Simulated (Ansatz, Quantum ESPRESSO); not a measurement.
# Predicting the next point of a tunnelling series: vacuum gaps between two Ta(110) faces

Method. Quantum ESPRESSO 7.5 (pw.x, pwcond.x), PBE, JTH PAW; geometry as built. T is the transmission per spin at the Fermi level, averaged over the mesh across the current, in a cell of 7.79 Å². The series steps the width of the vacuum gap.

| width (Å) | T |
| --- | --- |
| 4 | 0.522 |
| 5 | 0.284 |
| 6 | 0.154 |

To predict: What is T at 7 Å?

By hand: In the tunnelling regime ln T falls linearly. The last two rows give a slope of ln(0.284/0.154)/(6 − 5) = 0.612 per Å, so T(7) ≈ 0.154 × exp(−0.612 × 1) = 0.0835.

**Check.** T = 0.0557; the estimate is 1.50 times that. The slope over the last interval is 1.019: steeper than before. Points of the mesh with over 2.5 times the mean carry 89 % of this T, and one passes 0.91: resonant or open transport, which no single decay describes. A second code, Ansatz 0.2.0, gives 0.0535.

**Limits.** Short leads, unrelaxed atoms, a barrier without the image potential and an untested mesh.
